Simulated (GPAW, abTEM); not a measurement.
## HfS2 monolayer, Cl on a S site: the scripts behind a bonding study

Short scripts, each with its output. The sheet lies in the middle of a cell with vacuum above and below.

## Step 1: Build the all-electron density and subtract free atoms

```text
cell
1.0
    10.920000000    0.000000000    0.000000000
     0.000000000   12.609329879    0.000000000
     0.000000000    0.000000000   12.100000000
Hf S Cl
12 23 1
Direct
0.999930473 0.997590199 0.498058920
0.164268684 0.247490991 0.503874464
0.999870197 0.501807064 0.505553968
0.167299566 0.750622591 0.499681415
0.332021687 0.003499289 0.502281874
0.499878528 0.250844744 0.500663783
0.323206649 0.494549299 0.492952556
0.499895925 0.761371169 0.491258072
0.668311472 0.003765689 0.502297867
0.835572614 0.247551545 0.503265440
0.676183349 0.494691761 0.492719561
0.832439467 0.750678353 0.499346184
0.165333932 0.082375269 0.622874145
0.000107666 0.167187467 0.380533931
0.999844409 0.333250843 0.623755161
0.162512562 0.414448982 0.378537476
0.169747690 0.583808318 0.621133129
0.999938127 0.664471042 0.381155766
0.999825198 0.833249091 0.619930321
0.167849408 0.916666516 0.379553180
0.499956027 0.085604891 0.621498409
0.332804467 0.167058652 0.380921378
0.333079160 0.336514239 0.620472009
0.499845796 0.418755411 0.380628930
0.334765542 0.665282646 0.380916881
0.335942184 0.832981805 0.619179505
0.499772544 0.920772773 0.376525913
0.834381358 0.082677279 0.622743598
0.667064807 0.167170802 0.380530207
0.666835396 0.336650722 0.619975861
0.837049469 0.414711634 0.378430679
0.829978864 0.583858491 0.621082411
0.664882608 0.665531643 0.380663722
0.663940988 0.832994348 0.618832927
0.831955871 0.916839970 0.379457414
0.499834526 0.584141804 0.621206741
```

```python
import numpy as np
from ase.io import read
from ase.units import Bohr
from gpaw import GPAW, PW, FermiDirac
from gpaw.calculator import GPAW as OldGPAW
from gpaw.mpi import serial_comm, world
from scipy.special import erfc
from scipy.spatial import cKDTree

atoms = read("cell.vasp")
atoms.set_initial_magnetic_moments([0.1, 0.1, 0.1, 0.1, 0.1, 0.1, 0.1, 0.1, 0.1, 0.1, 0.1, 0.1, 0.1, 0.1, 0.1, 0.1, 0.1, 0.1, 0.1, 0.1, 0.1, 0.1, 0.1, 0.1, 0.1, 0.1, 0.1, 0.1, 0.1, 0.1, 0.1, 0.1, 0.1, 0.1, 0.1, 0.1])
atoms.calc = GPAW(mode=PW(500), xc="PBE", kpts={"size": (1, 1, 1), "gamma": True},
                 occupations=FermiDirac(0.05), maxiter=160, symmetry={"tolerance": 1e-5}, txt="scf.txt")
atoms.get_potential_energy()
rho = atoms.calc.get_all_electron_density(gridrefinement=2)
moments = atoms.get_magnetic_moments() if atoms.calc.get_number_of_spins() == 2 else np.zeros(len(atoms))
total = atoms.get_magnetic_moment() if moments.any() else 0.0
if world.rank == 0:
    free = OldGPAW(mode=PW(500), xc="PBE", txt=None, communicator=serial_comm)
    neutral = atoms.copy()
    neutral.set_initial_magnetic_moments(None)
    free.initialize(neutral)
    free.set_positions(neutral)
    drho = rho - free.get_all_electron_density(gridrefinement=2)
    # GPAW starts from confined atoms: exchange their smooth part for that of the datasets' free atoms
    h = np.stack(np.meshgrid(*[np.fft.fftfreq(n, 1 / n) for n in drho.shape], indexing="ij"), -1)
    gabs = np.linalg.norm(h @ atoms.cell.reciprocal(), axis=-1)
    tails = np.fft.fftn(free.get_pseudo_density(gridrefinement=2))
    g, form, v0 = np.linspace(0, gabs.max(), 1500), {}, 0
    for e in set(atoms.symbols):
        idx = atoms.symbols.search(e)
        d = free.setups[idx[0]].data
        r, w = d.rgd.r_g * Bohr, d.rgd.r_g**2 * d.rgd.dr_g
        j0 = np.sinc(2 * g[:, None] * r)
        smooth = sum(f * p**2 for f, p in zip(d.f_j, d.phit_jg)) + np.sqrt(4 * np.pi) * d.nct_g
        full = sum(f * p**2 for f, p in zip(d.f_j, d.phi_jg)) + np.sqrt(4 * np.pi) * d.nc_g
        phase = sum(np.exp(-2j * np.pi * h @ s) for s in atoms.get_scaled_positions()[idx])
        tails -= np.interp(gabs, g, j0 @ (smooth * w)) * phase * drho.size / atoms.get_volume()
        form[e] = j0 @ (full * w)
        v0 += 2 * np.pi / 3 * 14.3996 * (full * w * r**2).sum() * len(idx)  # V A^3
    tails *= 0.5 * erfc((gabs - 1.8) / 0.25)  # the tails differ at long wavelengths alone
    drho += np.fft.ifftn(tails).real  # crystal minus superposed spherical free atoms
    np.save("drho.npy", drho)
    dv = atoms.get_volume() / drho.size
    print("grid", drho.shape, " electrons %.3f" % (rho.sum() * dv), " moved by bonding %.3f e" % (abs(drho).sum() * dv / 2))
    pts = np.indices(drho.shape).reshape(3, -1).T / drho.shape @ atoms.cell
    shifts = (np.indices((3, 3, 3)).reshape(3, -1).T - 1) @ atoms.cell
    images = (atoms.positions[None] + shifts[:, None]).reshape(-1, 3)
    dist, idx = cKDTree(images).query(pts, k=4)
    out = drho.ravel()[dist[:, 0] > 0.5]
    print("deformation density beyond 0.5 A of the nuclei: max %.3f, min %.3f e/A^3" % (out.max(), out.min()))
    tie = dist < dist[:, :1] + 1e-4
    q = -np.bincount((idx % len(atoms))[tie], (drho.ravel()[:, None] / tie.sum(1, keepdims=True) * tie)[tie], len(atoms)) * dv
    print("atom        x       y       z   Voronoi charge  moment")
    for a, s, c, m in zip(atoms, atoms.get_scaled_positions(), q, moments):
        print("%-2s%-3d %7.4f %7.4f %7.4f %10.3f %10.2f" % (a.symbol, a.index + 1, *s, c, m))
    np.savez("free.npz", g=g, **form)
    print("mean inner potential of superposed free atoms %.3f V" % (v0 / atoms.get_volume()))
    print("total magnetic moment %.3f muB" % total)
```

```console
$ OMP_NUM_THREADS=1 mpirun -n 4 gpaw python run.py > gpaw.log
```

```text
grid (120, 140, 126)  electrons 1249.000  moved by bonding 9.581 e
deformation density beyond 0.5 A of the nuclei: max 0.171, min -0.124 e/A^3
atom        x       y       z   Voronoi charge  moment
Hf1    0.9999  0.9976  0.4981      0.466       0.00
Hf2    0.1643  0.2475  0.5039      0.465       0.00
Hf3    0.9999  0.5018  0.5056      0.462       0.00
Hf4    0.1673  0.7506  0.4997      0.468       0.00
Hf5    0.3320  0.0035  0.5023      0.466       0.00
Hf6    0.4999  0.2508  0.5007      0.465       0.00
Hf7    0.3232  0.4945  0.4930      0.459       0.00
Hf8    0.4999  0.7614  0.4913      0.465       0.00
Hf9    0.6683  0.0038  0.5023      0.466       0.00
Hf10   0.8356  0.2476  0.5033      0.465       0.00
Hf11   0.6762  0.4947  0.4927      0.460       0.00
Hf12   0.8324  0.7507  0.4993      0.469       0.00
S 13   0.1653  0.0824  0.6229     -0.234      -0.00
S 14   0.0001  0.1672  0.3805     -0.241      -0.00
S 15   0.9998  0.3333  0.6238     -0.241      -0.00
S 16   0.1625  0.4144  0.3785     -0.223      -0.00
S 17   0.1697  0.5838  0.6211     -0.244      -0.00
S 18   0.9999  0.6645  0.3812     -0.241      -0.00
S 19   0.9998  0.8332  0.6199     -0.240      -0.00
S 20   0.1678  0.9167  0.3796     -0.238      -0.00
S 21   0.5000  0.0856  0.6215     -0.239      -0.00
S 22   0.3328  0.1671  0.3809     -0.242      -0.00
S 23   0.3331  0.3365  0.6205     -0.250      -0.00
S 24   0.4998  0.4188  0.3806     -0.245      -0.00
S 25   0.3348  0.6653  0.3809     -0.252      -0.00
S 26   0.3359  0.8330  0.6192     -0.251      -0.00
S 27   0.4998  0.9208  0.3765     -0.227      -0.00
S 28   0.8344  0.0827  0.6227     -0.235      -0.00
S 29   0.6671  0.1672  0.3805     -0.239      -0.00
S 30   0.6668  0.3367  0.6200     -0.251      -0.00
S 31   0.8370  0.4147  0.3784     -0.226      -0.00
S 32   0.8300  0.5839  0.6211     -0.248      -0.00
S 33   0.6649  0.6655  0.3807     -0.249      -0.00
S 34   0.6639  0.8330  0.6188     -0.251      -0.00
S 35   0.8320  0.9168  0.3795     -0.240      -0.00
Cl36   0.4998  0.5841  0.6212     -0.025      -0.00
mean inner potential of superposed free atoms 8.015 V
total magnetic moment 0.001 muB
```

Time: 6.7 min on 4 cores of Arm Neoverse N1 (shared host), peak memory 2.7 GiB.

## Step 2: Image through focus

```python
import abtem
import numpy as np
from ase.build import make_supercell
from ase.io import read

abtem.config.set({"dask.lazy": False, "fft": "fftw", "diagnostics.progress_bar": False})
M = [[1, 0, 0], [0, 1, 0], [0, 0, 1]]  # rows: x, y and beam direction in the primitive cell's axes
unit = make_supercell(read("cell.vasp"), M)
unit.set_cell(list(unit.cell.lengths()) + [90, 90, 90], scale_atoms=True)
unit.positions[:, 2] += 0.7600  # keeps atomic planes off the slice boundaries
unit.wrap()
slab = unit * (1, 1, 1)
print(slab.get_chemical_formula(), "| box %.2f x %.2f x %.2f A" % tuple(slab.cell.lengths()))

# change of the potential by bonding, from the DFT deformation density (Poisson's equation term by term)
drho = np.load("drho.npy")
prim = read("cell.vasp")
h = np.stack(np.meshgrid(*[np.fft.fftfreq(n, 1 / n) for n in drho.shape], indexing="ij"), -1).reshape(-1, 3).astype(int)
g2 = ((h @ prim.cell.reciprocal()) ** 2).sum(1)
keep = (g2 > 0) & (g2 < 2.5**2)
shape = (137, 158, 72)
vg = np.zeros(shape, complex)
hm = h[keep] @ np.array(M).T
move = np.exp(-2j * np.pi * hm[:, 2] * (0.7600 / unit.cell[2, 2] - 0.5 / shape[2]))  # the same shift, sampled at mid-points
vg[tuple(hm.T % np.array(shape)[:, None])] = -14.3996 / np.pi * (np.fft.fftn(drho).ravel() / drho.size)[keep] / g2[keep] * move
dV = np.fft.ifftn(vg).real * vg.size
dV -= dV[:, :, 0].mean()  # zero in the vacuum
dV = dV.reshape(137, 158, 12, 6).mean(3) * unit.cell[2, 2] / 12  # V A, projected in each slice
dV = np.tile(dV.transpose(2, 0, 1), (1, 1, 1))


def build(atoms):
    p = abtem.Potential(atoms, gpts=(137, 158), slice_thickness=[slab.cell[2, 2] / 12] * 12,
                        parametrization="lobato", projection="finite", exit_planes=6).build()
    p.array[:] += BONDING * dV
    return p


def potentials():
    yield build(slab)  # atoms at rest


for label, BONDING in (("IAM", 0.0), ("DFT", 1.0)):
    print("=====", label)
    potential = build(slab)
    print("grid", potential.gpts, "slices", potential.num_slices)
    thickness = potential.exit_thicknesses
    columns = [  # name, x, y (A)
        ("Cl", 5.458, 7.366),
        ("S_1st", 3.656, 8.389),
        ("S_2nd", 1.854, 7.361),
        ("Hf_3rd", 1.827, 9.465),
        ("Hf_far", 10.919, 12.579),
        ("S_far", 0.001, 2.108),
        ("void", 3.003, 3.152),
    ]
    waves = [abtem.PlaneWave(energy=80000).multislice(p) for p in potentials()]
    stack = []
    for defocus in [-200, -130, -50.0, 130, 200]:
        ctf = abtem.CTF(energy=80000, Cs=-150000, defocus=defocus, focal_spread=40, semiangle_cutoff=35)
        ims = [w.apply_ctf(ctf).intensity() for w in waves]
        im = sum(ims[1:], ims[0]) / len(ims)
        a = im.array.reshape(len(thickness), 1, -1, 1, im.array.shape[-1] // 1).mean(axis=(1, 3))
        a = a / im.array[0].mean()
        stack.append(a)
        print("defocus %.0f A: intensity at the columns, vacuum = 1" % defocus)
        print("  t (A)     min     max" + "".join("%10s" % c[0][:9] for c in columns))
        for t, b in list(zip(thickness, a))[1:]:
            at = [b[round(x / im.sampling[0]) % b.shape[0], round(y / im.sampling[1]) % b.shape[1]] for _, x, y in columns]
            print("%7.1f %7.3f %7.3f" % (t, b.min(), b.max()) + "".join("%10.3f" % v for v in at))
    print("Scherzer defocus %.0f A, point resolution %.2f A" % (ctf.scherzer_defocus, ctf.point_resolution))
    np.save(label + "_hrtem.npy", np.array(stack))
```

```console
$ python run.py
```

```text
ClHf12S23 | box 10.92 x 12.61 x 12.10 A
===== IAM
grid (137, 158) slices 12
defocus -200 A: intensity at the columns, vacuum = 1
  t (A)     min     max        Cl     S_1st     S_2nd    Hf_3rd    Hf_far     S_far      void
    6.0   0.927   1.130     0.931     1.125     0.931     0.940     0.941     1.129     0.999
   12.1   0.864   1.197     0.864     0.890     0.935     1.187     1.194     0.925     0.954
defocus -130 A: intensity at the columns, vacuum = 1
  t (A)     min     max        Cl     S_1st     S_2nd    Hf_3rd    Hf_far     S_far      void
    6.0   0.902   1.111     0.902     1.107     0.908     0.928     0.928     1.110     1.014
   12.1   0.824   1.112     0.882     0.849     0.830     1.036     1.034     0.829     1.020
defocus -50 A: intensity at the columns, vacuum = 1
  t (A)     min     max        Cl     S_1st     S_2nd    Hf_3rd    Hf_far     S_far      void
    6.0   0.962   1.084     0.980     1.083     0.984     0.994     0.994     1.082     0.991
   12.1   0.915   1.122     1.087     1.087     1.058     1.122     1.120     1.074     0.935
defocus 130 A: intensity at the columns, vacuum = 1
  t (A)     min     max        Cl     S_1st     S_2nd    Hf_3rd    Hf_far     S_far      void
    6.0   0.845   1.066     1.055     0.849     1.048     1.032     1.031     0.845     1.008
   12.1   0.776   1.110     0.995     0.982     0.972     0.783     0.779     0.949     1.056
defocus 200 A: intensity at the columns, vacuum = 1
  t (A)     min     max        Cl     S_1st     S_2nd    Hf_3rd    Hf_far     S_far      void
    6.0   0.950   1.044     1.037     0.953     1.040     1.033     1.033     0.960     0.992
   12.1   0.908   1.081     1.081     1.023     1.002     1.004     1.013     1.019     0.984
Scherzer defocus -97 A, point resolution 1.16 A
===== DFT
grid (137, 158) slices 12
defocus -200 A: intensity at the columns, vacuum = 1
  t (A)     min     max        Cl     S_1st     S_2nd    Hf_3rd    Hf_far     S_far      void
    6.0   0.928   1.127     0.932     1.121     0.932     0.942     0.943     1.126     0.998
   12.1   0.867   1.204     0.867     0.887     0.930     1.195     1.202     0.922     0.955
defocus -130 A: intensity at the columns, vacuum = 1
  t (A)     min     max        Cl     S_1st     S_2nd    Hf_3rd    Hf_far     S_far      void
    6.0   0.904   1.104     0.904     1.100     0.910     0.931     0.931     1.104     1.014
   12.1   0.818   1.115     0.881     0.843     0.824     1.049     1.046     0.823     1.020
defocus -50 A: intensity at the columns, vacuum = 1
  t (A)     min     max        Cl     S_1st     S_2nd    Hf_3rd    Hf_far     S_far      void
    6.0   0.962   1.081     0.981     1.080     0.985     0.996     0.996     1.080     0.991
   12.1   0.913   1.129     1.086     1.084     1.056     1.129     1.127     1.071     0.935
defocus 130 A: intensity at the columns, vacuum = 1
  t (A)     min     max        Cl     S_1st     S_2nd    Hf_3rd    Hf_far     S_far      void
    6.0   0.850   1.065     1.053     0.854     1.046     1.028     1.028     0.850     1.008
   12.1   0.767   1.112     0.995     0.988     0.977     0.772     0.769     0.953     1.056
defocus 200 A: intensity at the columns, vacuum = 1
  t (A)     min     max        Cl     S_1st     S_2nd    Hf_3rd    Hf_far     S_far      void
    6.0   0.951   1.043     1.037     0.954     1.039     1.032     1.031     0.961     0.992
   12.1   0.909   1.076     1.076     1.025     1.004     1.003     1.012     1.021     0.983
Scherzer defocus -97 A, point resolution 1.16 A
```

Time: 12 s on 1 core of Arm Neoverse N1 (shared host), peak memory 0.44 GiB.

## Step 3: Scan a probe

```python
import abtem
import numpy as np
from ase.build import make_supercell
from ase.io import read

abtem.config.set({"dask.lazy": False, "fft": "fftw", "diagnostics.progress_bar": False})
M = [[1, 0, 0], [0, 1, 0], [0, 0, 1]]  # rows: x, y and beam direction in the primitive cell's axes
unit = make_supercell(read("cell.vasp"), M)
unit.set_cell(list(unit.cell.lengths()) + [90, 90, 90], scale_atoms=True)
unit.positions[:, 2] += 0.7600  # keeps atomic planes off the slice boundaries
unit.wrap()
slab = unit * (2, 1, 1)
print(slab.get_chemical_formula(), "| box %.2f x %.2f x %.2f A" % tuple(slab.cell.lengths()))

# change of the potential by bonding, from the DFT deformation density (Poisson's equation term by term)
drho = np.load("drho.npy")
prim = read("cell.vasp")
h = np.stack(np.meshgrid(*[np.fft.fftfreq(n, 1 / n) for n in drho.shape], indexing="ij"), -1).reshape(-1, 3).astype(int)
g2 = ((h @ prim.cell.reciprocal()) ** 2).sum(1)
keep = (g2 > 0) & (g2 < 2.5**2)
shape = (92, 106, 72)
vg = np.zeros(shape, complex)
hm = h[keep] @ np.array(M).T
move = np.exp(-2j * np.pi * hm[:, 2] * (0.7600 / unit.cell[2, 2] - 0.5 / shape[2]))  # the same shift, sampled at mid-points
vg[tuple(hm.T % np.array(shape)[:, None])] = -14.3996 / np.pi * (np.fft.fftn(drho).ravel() / drho.size)[keep] / g2[keep] * move
dV = np.fft.ifftn(vg).real * vg.size
dV -= dV[:, :, 0].mean()  # zero in the vacuum
dV = dV.reshape(92, 106, 12, 6).mean(3) * unit.cell[2, 2] / 12  # V A, projected in each slice
dV = np.tile(dV.transpose(2, 0, 1), (1, 2, 1))


def build(atoms):
    p = abtem.Potential(atoms, gpts=(184, 106), slice_thickness=[slab.cell[2, 2] / 12] * 12,
                        parametrization="lobato", projection="finite", exit_planes=6).build()
    p.array[:] += BONDING * dV
    return p


def potentials():
    yield build(slab)  # atoms at rest


for label, BONDING in (("IAM", 0.0), ("DFT", 1.0)):
    print("=====", label)
    potential = build(slab)
    print("grid", potential.gpts, "slices", potential.num_slices)
    thickness = potential.exit_thicknesses
    probe = abtem.Probe(energy=80000, semiangle_cutoff=35, defocus=6)
    probe.grid.match(potential)
    print("wavelength %.5f A, largest angle on the grid %.0f mrad" % (probe.wavelength, min(probe.cutoff_angles)))
    detectors = {"ABF": (18, 35), "BF": (0, 18), "LAADF": (42, 112)}  # mrad
    columns = [  # name, x, y (A)
        ("Cl", 5.458, 7.366),
        ("S_1st", 3.656, 8.389),
        ("S_2nd", 1.854, 7.361),
        ("Hf_3rd", 1.827, 9.465),
        ("Hf_far", 10.919, 12.579),
        ("S_far", 0.001, 2.108),
        ("void", 3.003, 3.152),
    ]
    scan = abtem.GridScan(start=(0.0000, 0.0000), end=(10.9200, 12.6093), gpts=(38, 44), endpoint=False)
    dets = [abtem.AnnularDetector(*v) for v in detectors.values()] + [abtem.PixelatedDetector(max_angle=52)]
    runs = [probe.scan(p, scan=scan, detectors=dets, max_batch=32) for p in potentials()]
    out = [sum(x[1:], x[0]) / len(x) for x in zip(*runs)]
    images = dict(zip(detectors, out))
    images["iCOM"] = out[-1].center_of_mass().integrate_gradient()
    np.save(label + "_pacbed.npy", out[-1].array.mean(axis=(1, 2)))
    print("PACBED pixel %.3f x %.3f mrad" % out[-1].angular_sampling)
    for name, im in images.items():
        im = im.interpolate(sampling=0.1, boundary="periodic").gaussian_filter(0.25)
        np.save(label + "_" + name + ".npy", im.array)
        print(name, "signal at the columns" + (", fraction of the beam" if name in detectors else ""))
        print("  t (A)     mean" + "".join("%10s" % c[0][:9] for c in columns))
        for t, a in list(zip(thickness, im.array))[1:]:
            at = [a[round((x - 0.0000) / im.sampling[0]) % a.shape[0], round((y - 0.0000) / im.sampling[1]) % a.shape[1]] for _, x, y in columns]
            print("%7.1f %8.5f" % (t, a.mean()) + "".join("%10.5f" % v for v in at))
```

```console
$ python run.py
```

```text
Cl2Hf24S46 | box 21.84 x 12.61 x 12.10 A
===== IAM
grid (184, 106) slices 12
wavelength 0.04176 A, largest angle on the grid 116 mrad
PACBED pixel 1.912 x 3.312 mrad
ABF signal at the columns, fraction of the beam
  t (A)     mean        Cl     S_1st     S_2nd    Hf_3rd    Hf_far     S_far      void
    6.0  0.71959   0.72038   0.71336   0.72039   0.72050   0.72050   0.71400   0.71979
   12.1  0.71168   0.70846   0.71317   0.70848   0.64710   0.65080   0.71370   0.71573
BF signal at the columns, fraction of the beam
  t (A)     mean        Cl     S_1st     S_2nd    Hf_3rd    Hf_far     S_far      void
    6.0  0.27086   0.27109   0.26565   0.27108   0.27099   0.27099   0.26599   0.27148
   12.1  0.26848   0.27083   0.26539   0.27094   0.23817   0.24012   0.26582   0.27256
LAADF signal at the columns, fraction of the beam
  t (A)     mean        Cl     S_1st     S_2nd    Hf_3rd    Hf_far     S_far      void
    6.0  0.00079   0.00013   0.00845   0.00012   0.00012   0.00012   0.00777   0.00024
   12.1  0.00827   0.00933   0.00958   0.00917   0.07741   0.07068   0.00885   0.00246
iCOM signal at the columns
  t (A)     mean        Cl     S_1st     S_2nd    Hf_3rd    Hf_far     S_far      void
    6.0  0.00835   0.00530   0.02484   0.00533   0.00659   0.00668   0.02471   0.00670
   12.1  0.00835   0.01659   0.01676   0.01691   0.04199   0.04169   0.01708   0.00236
===== DFT
grid (184, 106) slices 12
wavelength 0.04176 A, largest angle on the grid 116 mrad
PACBED pixel 1.912 x 3.312 mrad
ABF signal at the columns, fraction of the beam
  t (A)     mean        Cl     S_1st     S_2nd    Hf_3rd    Hf_far     S_far      void
    6.0  0.71961   0.72039   0.71340   0.72041   0.72052   0.72053   0.71404   0.71980
   12.1  0.71161   0.70847   0.71318   0.70855   0.64655   0.65026   0.71370   0.71568
BF signal at the columns, fraction of the beam
  t (A)     mean        Cl     S_1st     S_2nd    Hf_3rd    Hf_far     S_far      void
    6.0  0.27086   0.27108   0.26566   0.27107   0.27097   0.27096   0.26600   0.27148
   12.1  0.26847   0.27079   0.26540   0.27090   0.23815   0.24011   0.26585   0.27256
LAADF signal at the columns, fraction of the beam
  t (A)     mean        Cl     S_1st     S_2nd    Hf_3rd    Hf_far     S_far      void
    6.0  0.00079   0.00012   0.00844   0.00012   0.00012   0.00012   0.00776   0.00024
   12.1  0.00831   0.00934   0.00959   0.00918   0.07765   0.07092   0.00885   0.00248
iCOM signal at the columns
  t (A)     mean        Cl     S_1st     S_2nd    Hf_3rd    Hf_far     S_far      void
    6.0  0.00800   0.00511   0.02422   0.00514   0.00649   0.00656   0.02407   0.00635
   12.1  0.00800   0.01666   0.01626   0.01625   0.04239   0.04205   0.01636   0.00198
```

Time: 2 min.

[Outputs are excerpts: Python notices, other lines and further rows are left out; steps that failed or that the build refused (PBEsol, TPSS) are not shown.]

[Logs are printed without paths, hosts, clocks, repeated set-up lines and the standing remarks that a program may print on its own settings, such as how far it seeks lower states.]
